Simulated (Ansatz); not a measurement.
# InPd (Pm-3m): a volume series of phonon spectra, part 2 of 4

Aim: how the vibrations of InPd shift with volume, and the expansion that follows. The starting cell is a computed one from a database.

Ansatz 0.2.0; DFT PBEsol, scalar-relativistic, plane waves, PAW.

So far. Step 2 (A first coarse run): The start is under -2.7 GPa at this level and looks like a metal on this mesh. Step 4 (Tight relaxation): The residual pressure is 2.3e-5 GPa, small enough for phonons.

**5. Phonons, V/V0 1**

The same q-mesh and k-mesh are kept at every volume, so that much of their error can cancel in the differences.

input.yaml

```yaml
crystal:
  lattice:
    - [3.2470237878, 0.0, 0.0]
    - [0.0, 3.2470237878, 0.0]
    - [0.0, 0.0, 3.2470237878]
  atoms:
    - { symbol: In, position: [0.0, 0.0, 0.0] }
    - { symbol: Pd, position: [0.5, 0.5, 0.5] }
kpoints:
  mp_grid: { grid: [16, 16, 16] }
hamiltonian:
  xc: pbesol
scf:
  occupations: { method: methfessel_paxton, width: 0.2 }
  lower_state_search: "off"
output:
  eigenvalues: true
phonons:
  method: dfpt
  qmesh: [4, 4, 4]
  temperatures: { t_max: 1000, t_step: 50 }
  qpath:
    path:
      - [[0.0, 0.0, 0.0], [0.0, 0.5, 0.0], [0.5, 0.5, 0.0], [0.0, 0.0, 0.0], [0.5, 0.5, 0.5], [0.0, 0.5, 0.0]]
      - [[0.5, 0.5, 0.5], [0.5, 0.5, 0.0]]
    npoints: 10
```

The run is started by

```
$ ansatz run input.yaml --threads 4 --pin off --max-ram 8192MiB --backend cpu --events-out ev --progress --plain --runs-dir out
```

Numbers of over 12 decimals in the logs are rounded to 6 here.

Log:

```text
[...]
Crystal: 2 atoms, lattice volume = 34.234 Å³
Basis set: ecut = 420 eV, 691 PW (Γ), exchange–correlation on 48×48×48 points (8 copies of the dense FFT grid, shifted against one another)
Bands: 20, of which v1, the nominal top of the filled ones, is band 16 counted from 1 (15 counted from 0)
Symmetry: 48 space group operations
k-points: 165 of 4096
[...]
SCF iter   1: F=—  HF=-12433.125388 eV  |F-HF|=—  |Δ(HF+E_count)|=         —  Δρ=8.06e-3  dr2=2.28e-2  ethr=1.77e-3  ⟨swp⟩=5.1  Hψ=14448  notcnv=0
[...]
SCF iter   7: F=-12433.120178 eV  HF=-12433.120178 eV  |F-HF|=0.00e0  |Δ(HF+E_count)|=  3.27e-11  S|Δr|=    0.00e0  Δρ=2.14e-7  dr2=7.58e-12  ethr=1.00e-12  ⟨swp⟩=5.0  Hψ=16966  notcnv=0
SCF 1 converged in 7 iterations: F = -12433.120178 eV  dr2 = 7.58e-12
[...]
phonons: the bands overlap, so this run is a metal and interpolates without the dipole-dipole term. If the crystal is really an insulator or semiconductor, its LO-TO splitting is missing
NSCF: frozen V_eff on 165 k-points
[...]
DFPT response loops at q = (0, 0, 0) (fractional): preconditioner auto → Kerker (q_TF=auto, 2.684 Å⁻¹) (partly filled bands, converged f_vac=0.000); β = 1.00, the filter's whole step (`scf.mixing.beta` (0.50) is not read by the response loops under this deck's `scf.mixing.preconditioner`; to damp them name `kerker` or `kerker_dos`, under which they read `scf.mixing.beta`, and type it under 1.00, their step now; both keys bind the ground state too); Broyden in place of MSR1
[...]
SCF converged after 7 iterations
[...]
Free energy (F): -12433.120178 eV
[...]
Internal energy: -12433.120422 eV  (E = F + TS)
E sigma→0 (E₀):  -12433.120239 eV
Entropy (-TS):   0.000244 eV (0.122 meV/atom)
Fermi energy:    17.112372 eV
[...]
--- Band table (eV; the first three rows and the last of 165) ---
  k-point 0: bands = [... 12 lower, 14.7510, 14.7510, 14.7510, 21.2827, 21.2827, 21.2827, 26.7184, 27.8166]
  k-point 1: bands = [... 12 lower, 14.7003, 14.7003, 14.7478, 20.8232, 21.4127, 21.4127, 26.9433, 27.7902]
  k-point 2: bands = [... 12 lower, 14.5631, 14.5631, 14.7387, 19.7870, 21.7883, 21.7883, 27.1291, 27.7130]
  k-point 164: bands = [... 12 lower, 15.3927, 15.3927, 17.0409, 20.8641, 20.8641, 20.8641, 21.5567, 21.5567]
--- Phonons (Γ-DFPT): 2 representative perturbations + reference (Σ response iterations 7) ---
  ASR residual: 4.778e-5 → 0.000e0 eV/Å²; symmetrization residual: 7.763e-6 eV/Å²
  ASR residual per site (eV/Å²): 1.62e-5 4.78e-5
  Γ frequencies (cm⁻¹): 0.00 0.00 0.00 144.84 144.84 144.84
--- Phonons (arbitrary-q DFPT): 10 irreducible q on the 4×4×4 mesh ---
  q = [0.0000, 0.0000, 0.0000] (star 1, of the zone-centre solve; hermiticity 3.64e-6, symmetrization 4.67e-12): -0.00 0.00 0.00 144.84 144.84 144.84
  q = [0.0000, 0.0000, 0.2500] (star 6, 4 solved perturbations in 4032 linear systems a pass and spin channel, the states on 1296 of 4096 k-point pairs; hermiticity 1.36e-6, symmetrization 2.14e-12): 50.49 50.49 84.04 130.01 130.01 152.95
[...]
q = [0.0000, 0.2500, -0.5000] (star 12, 6 solved perturbations on 1296 of 4096 k-point pairs; hermiticity 3.11e-6, symmetrization 2.85e-14): 58.99 71.15 89.32 102.81 154.55 169.93
[...]
sum rule: each row above includes the acoustic sum rule's correction from the zone centre's row sums; it moved no ω² by more than (0.35 cm⁻¹)²
  mesh force constants: q→R imaginary residual 3.00e-18; ASR residual 4.778e-5 → 0.000e0 eV/Å²; symmetrization residual 5.773e-15 eV/Å²
  interpolated dispersion: 62 rows × 6 modes
  density of states and harmonic sums: on the 20×20×20 q-mesh, interpolated from the force constants of a 4×4×4 supercell (no non-analytic term)
  largest difference from the sums on the solved wave vectors: F 1.32e-2 eV, S 1.72e-5 and C_V 4.01e-6 eV/K
  zero-point energy: 0.039417 eV/cell   skipped modes (ω ≤ 0): 3   left out of the sums: 6.25e-5 of the cell's modes: C_V's classical limit lies that fraction below 3 k_B per atom; for a crystal, a wire or a layer, F and S can be off by more, and a phonons.interpolated_qmesh denser along its periods is the remedy for the sampling
```

Run time: 8.6 min. Hardware: 4 threads of Arm Neoverse V2, shared host; peak memory 3.9 GiB.

Numbers from this step:

- Γ frequencies: 0, 0, 0, 144.8, 144.8, 144.8 cm⁻¹ (negative: imaginary)
- lowest frequency on the path: 0 cm⁻¹
- zero-point energy: 0.03942 eV/cell
- point group: m-3m
- highest frequency: 174.4 cm⁻¹
- Debye temperature from the second moment: 212 K

No LO-TO term. The phonon branches at the labelled points (cm⁻¹):

```
    point  branch 1  branch 2  branch 3  branch 4  branch 5  branch 6
        Γ         0         0         0       145       145       145
  halfway        50        50        84       130       130       153
        X        83        83       105       105       117       164
  halfway        59        71        89       103       155       170
        M        49        49        99       101       174       174
  halfway        29        70        93       120       141       160
        Γ         0         0         0       145       145       145
  halfway        53        53        87       147       147       147
        R        96        96        96       146       146       146
  halfway        63        64        76       126       152       167
        X        83        83       105       105       117       164
jump to R        96        96        96       146       146       146
  halfway        67        67        86       123       163       163
        M        49        49        99       101       174       174
```

The phonon branches as a text plot (rows in cm⁻¹):

```
    171 |          ********                          **       ***
    164 |      **** **    ***                      **  ***   *
    156 |   ***              **          ****    ***       **
    149 | **       *       **  ***     ************ **    *
    142 |***      *          *  *******         **    *   *
    134 |                     **    *  *          **   *   *
    127 |   **                *      **             *   *   *
    120 |     * **           *                       *   *   *
    113 |      *           **                         **      *
    105 |     *******    **                             **     **
     98 |    *   *   ****              *      **        * *    **
     91 |           *    **  **      **      *  **        **  *
     84 |   *  *****       **           *   *    **    *** ***
     76 |          *      ***  *         ** *     ******    *
     69 |     *   *          *      *      *       * **      *
     62 |    *     ***   *    *          **         *
     54 |  *        *** *       *       *                     **
     47 |   *         ***      *       *                        *
     40 | *              **        * **
     33 |  *               ***  **
     25 |                     **    *
     18 |**                     **
     11 |*                       * *
      4 |                         *
         Γ      X      M          Γ            R        X|R     M
```

Tetrahedra on 20 20 20, mean over bins of 2 cm⁻¹. Table of phonon density of states by wavenumber; read off at these points:

```
wavenumber (cm⁻¹)  phonon density of states (1/cm⁻¹/cell)
              1.0                                       0
              5.0                                  5.0e-5
             11.0                                  5.6e-4
             15.0                                 0.00106
             19.0                                 0.00231
             25.0                                 0.00477
             29.0                                 0.00834
             33.0                                  0.0128
             39.0                                  0.0202
             43.0                                  0.0257
             49.0                                  0.0414
             53.0                                  0.0436
             57.0                                  0.0455
             63.0                                  0.0519
             67.0                                  0.0606
             69.0                                  0.0719
             71.0                                  0.0613
             77.0                                  0.0586
             81.0                                  0.0530
             85.0                                  0.0652
             91.0                                  0.0404
             95.0                                  0.0398
             99.0                                  0.0107
            105.0                                  0.0250
            109.0                                  0.0279
            113.0                                  0.0278
            119.0                                  0.0294
            123.0                                  0.0327
            127.0                                  0.0458
            133.0                                  0.0388
            137.0                                  0.0406
            143.0                                  0.0299
            147.0                                  0.0308
            151.0                                  0.0505
            157.0                                  0.0601
            161.0                                  0.0659
            165.0                                  0.0801
            167.0                                  0.0846
            171.0                                  0.0375
            175.0                                  7.0e-4
```

Harmonic. Thermo, by row:

```
T (K)  F_vib (meV/atom)  S (J/mol-atom/K)  C_V (J/mol-atom/K)
    0             19.71                 0                   0
   50             18.39             7.668               12.71
  100             11.27             19.33               20.29
  150             -1.13             28.09               22.66
  200            -17.48             34.75               23.61
  250            -36.91             40.08               24.07
  300            -58.86             44.49               24.33
  350            -82.91             48.25               24.49
  400            -108.8             51.53                24.6
  450            -136.2             54.43               24.67
  500            -165.2             57.03               24.72
  550            -195.3             59.39               24.76
  600            -226.7             61.55               24.79
  650            -259.1             63.53               24.81
  700            -292.5             65.37               24.83
  750            -326.8             67.08               24.84
  800              -362             68.69               24.86
  850              -398              70.2               24.86
  900            -434.7             71.62               24.87
  950            -472.2             72.96               24.88
 1000            -510.4             74.24               24.89
```

Phonopy on the run's constants, 17x17x17 mesh, Gaussian sigma 2.0 cm⁻¹. The modes by wavenumber; read off at these points; values in 1/cm⁻¹/cell:

```
wavenumber (cm⁻¹)       In       Pd
             -5.0        0        0
              0.0   6.0e-5   6.0e-5
              5.0   1.0e-5   1.0e-5
             10.0   3.4e-4   3.2e-4
             15.0   5.3e-4   5.1e-4
             20.0  0.00142  0.00146
             25.0  0.00234  0.00262
             30.0  0.00431  0.00542
             35.0  0.00616  0.00847
             40.0  0.00853   0.0130
             45.0   0.0108   0.0181
             50.0   0.0151   0.0277
             55.0   0.0135   0.0270
             60.0   0.0166   0.0355
             65.0   0.0170   0.0401
             66.5   0.0185   0.0454
             70.0   0.0165   0.0428
             75.0   0.0121   0.0426
             80.0  0.00900   0.0479
             84.1  0.00756   0.0504
             85.0  0.00726   0.0495
             90.0  0.00558   0.0373
             95.0  0.00355   0.0325
            100.0  0.00597   0.0112
            105.0   0.0217  0.00353
            110.0   0.0238  0.00369
            115.0   0.0225  0.00482
            120.0   0.0231  0.00665
            125.0   0.0280  0.00879
            128.0   0.0320  0.00926
            130.0   0.0301  0.00954
            135.0   0.0298   0.0105
            140.0   0.0253   0.0107
            145.0   0.0204  0.00948
            150.0   0.0309   0.0153
            155.0   0.0394   0.0173
            160.0   0.0465   0.0183
            165.0   0.0574   0.0192
            170.0   0.0370   0.0142
            175.0  0.00549  0.00266
            180.0   3.2e-5   1.6e-5
            185.0        0        0
```

No LO-TO term. The modes at Γ (shares of kinetic energy by element, %):

```
mode  frequency (cm⁻¹)  symmetry  In %  Pd %
   1               0.0       T1u    52    48
   2               0.0       T1u    52    48
   3               0.0       T1u    52    48
   4             144.8       T1u    48    52
   5             144.8       T1u    48    52
   6             144.8       T1u    48    52
```

Displacements in mode 4 (144.8 cm⁻¹), the largest set to 1:
```
In1  0.00  0.02 -0.93
Pd2  0.00 -0.02  1.00
```

No mode is imaginary beyond numerical noise at the solved wavevectors.

**6. Single point at a scaled cell, V/V0 1.02**

Symmetry fixes every atom, so a single point at the scaled cell gives the energy and pressure of this member.

input.yaml, the sections that differ from step 5:

```yaml
crystal:
  lattice:
    - [3.2685278833, 0.0, 0.0]
    - [0.0, 3.2685278833, 0.0]
    - [0.0, 0.0, 3.2685278833]
  atoms:
    - { symbol: In, position: [0.0, 0.0, 0.0] }
    - { symbol: Pd, position: [0.5, 0.5, 0.5] }
output:
  forces: true
  stress: true
  eigenvalues: true
# kpoints, hamiltonian, scf: as in step 5
# phonons: removed
```

Log:

```text
[...]
Crystal: 2 atoms, lattice volume = 34.919 Å³
Basis set: ecut = 420 eV, 691 PW (Γ), exchange–correlation on 48×48×48 points (8 copies of the dense FFT grid, shifted against one another)
Bands: 20, of which v1, the nominal top of the filled ones, is band 16 counted from 1 (15 counted from 0)
Symmetry: 48 space group operations
[...]
k-points: 165 of 4096
[...]
SCF iter   1: F=—  HF=-12433.119861 eV  |F-HF|=—  |Δ(HF+E_count)|=         —  Δρ=8.06e-3  dr2=2.35e-2  ethr=1.77e-3  ⟨swp⟩=5.1  Hψ=14313  notcnv=0
[...]
SCF iter   6: F=-12433.114587 eV  HF=-12433.114587 eV  |F-HF|=8.33e-10  |Δ(HF+E_count)|=   2.26e-8  S|Δr|=    0.00e0  Δρ=2.26e-6  dr2=1.17e-9  ethr=3.23e-10  ⟨swp⟩=5.7  Hψ=13275  notcnv=0
SCF 1 converged in 6 iterations: F = -12433.114587 eV  dr2 = 1.17e-9
[...]
SCF converged after 6 iterations
[...]
Free energy (F): -12433.114587 eV
[...]
Internal energy: -12433.114724 eV  (E = F + TS)
E sigma→0 (E₀):  -12433.114621 eV
Entropy (-TS):   0.000137 eV (0.069 meV/atom)
Fermi energy:    16.664308 eV
[...]
--- Stress (GPa, compression-positive) ---
       -2.560414       0.000000       0.000000
        0.000000      -2.560414       0.000000
        0.000000       0.000000      -2.560414
  P = ⅓ Tr σ = -2.5604 GPa (-25.604 kbar)
--- Band table (eV; the first three rows and the last of 165) ---
  k-point 0: bands = [... 12 lower, 14.3626, 14.3626, 14.3626, 20.8160, 20.8160, 20.8160, 26.0245, 27.2452]
  k-point 1: bands = [... 12 lower, 14.3140, 14.3140, 14.3597, 20.3550, 20.9425, 20.9425, 26.2573, 27.2214]
  k-point 2: bands = [... 12 lower, 14.1820, 14.1820, 14.3514, 19.3221, 21.3082, 21.3082, 26.4720, 27.1519]
  k-point 164: bands = [... 12 lower, 14.9873, 14.9873, 16.5243, 20.4024, 20.4024, 20.4025, 21.0420, 21.0420]
```

The job ended after 1.2 s (4 threads; peak memory 0.4 GiB).

Numbers from this step:

```
pressure        : -2.560 GPa
volume per atom : 17.46 Å³/atom
```

The run ends at a pressure of -2.56 GPa.

**7. Lattice dynamics at this volume, V/V0 1.02**

The same q-mesh and k-mesh are kept at every volume, so that much of their error can cancel in the differences.

input.yaml, the sections that differ from step 6:

```yaml
output:
  eigenvalues: true
phonons:
  method: dfpt
  qmesh: [4, 4, 4]
  temperatures: { t_max: 1000, t_step: 50 }
  qpath:
    path:
      - [[0.0, 0.0, 0.0], [0.0, 0.5, 0.0], [0.5, 0.5, 0.0], [0.0, 0.0, 0.0], [0.5, 0.5, 0.5], [0.0, 0.5, 0.0]]
      - [[0.5, 0.5, 0.5], [0.5, 0.5, 0.0]]
    npoints: 10
# crystal, kpoints, hamiltonian, scf: as in step 6
```

Log:

```text
[...]
Crystal: 2 atoms, lattice volume = 34.919 Å³
Basis set: ecut = 420 eV, 691 PW (Γ), exchange–correlation on 48×48×48 points (8 copies of the dense FFT grid, shifted against one another)
Bands: 20, of which v1, the nominal top of the filled ones, is band 16 counted from 1 (15 counted from 0)
Symmetry: 48 space group operations
k-points: 165 of 4096
[...]
k-point 164: bands = [... 12 lower, 14.9873, 14.9873, 16.5243, 20.4024, 20.4024, 20.4024, 21.0420, 21.0420]
[...]
ASR residual: 4.063e-5 → 0.000e0 eV/Å²; symmetrization residual: 1.048e-5 eV/Å²
  ASR residual per site (eV/Å²): 2.24e-5 4.06e-5
  Γ frequencies (cm⁻¹): 0.00 0.00 0.00 136.47 136.47 136.47
--- Phonons (arbitrary-q DFPT): 10 irreducible q on the 4×4×4 mesh ---
[...]
interpolated dispersion: 62 rows × 6 modes
[...]
[key lines of the parts left out:]
SCF converged after 7 iterations
Free energy (F): -12433.114587 eV
Fermi energy:    16.664296 eV
```

Elapsed: 8.7 min, on 4 threads; peak memory 4 GiB.

No mode is imaginary beyond numerical noise at the solved wavevectors. The highest zone-centre mode (no LO–TO term) moved by -5.8 % for a volume change of +2.0 %.

**8. Single point at a scaled cell, V/V0 0.98**

Symmetry fixes every atom, so a single point at the scaled cell gives the energy and pressure of this member.

The cell differs from the one that the last finished run ended in (a 3.269 → 3.225 Å, b 3.269 → 3.225 Å, c 3.269 → 3.225 Å).

input.yaml, the sections that differ from step 7:

```yaml
crystal:
  lattice:
    - [3.2252310252, 0.0, 0.0]
    - [0.0, 3.2252310252, 0.0]
    - [0.0, 0.0, 3.2252310252]
  atoms:
    - { symbol: In, position: [0.0, 0.0, 0.0] }
    - { symbol: Pd, position: [0.5, 0.5, 0.5] }
output:
  forces: true
  stress: true
  eigenvalues: true
# kpoints, hamiltonian, scf: as in step 7
# phonons: removed
```

Log:

```text
[...]
Crystal: 2 atoms, lattice volume = 33.549 Å³
Basis set: ecut = 420 eV, 691 PW (Γ), exchange–correlation on 48×48×48 points (8 copies of the dense FFT grid, shifted against one another)
Bands: 20, of which v1, the nominal top of the filled ones, is band 16 counted from 1 (15 counted from 0)
Symmetry: 48 space group operations
[...]
k-points: 165 of 4096
[...]
--- Band table (eV; the first three rows and the last of 165) ---
  k-point 0: bands = [... 12 lower, 15.1548, 15.1548, 15.1548, 21.7685, 21.7685, 21.7685, 27.4407, 28.4121]
  k-point 1: bands = [... 12 lower, 15.1020, 15.1020, 15.1513, 21.3104, 21.9024, 21.9024, 27.6559, 28.3827]
  k-point 2: bands = [... 12 lower, 14.9591, 14.9591, 15.1413, 20.2708, 22.2880, 22.2880, 27.8099, 28.2970]
  k-point 164: bands = [... 12 lower, 15.8140, 15.8140, 17.5791, 21.3458, 21.3458, 21.3459, 22.0928, 22.0928]
[key lines of the parts left out:]
SCF converged after 6 iterations
Free energy (F): -12433.114054 eV
Fermi energy:    17.576839 eV
P = ⅓ Tr σ = 2.9346 GPa (29.346 kbar)
```

Run time: 1.2 s. Hardware: 4 threads; peak memory 0.39 GiB; 4.1 s of CPU time.

The run ends at a pressure of 2.93 GPa.

[end of part 2 of 4]

[Logs are printed without paths, hosts, clocks, repeated set-up lines and the standing remarks that a program may print on its own settings, such as how far it seeks lower states.]

[Hosts, paths, dates, database ids (printed as entryN), source tags and the programs' standing remarks are cut or masked in the printed files.]

[A step with changed settings may run another functional than the one named; its input shows which.]

[Of the runs on displaced cells, only some may be shown.]
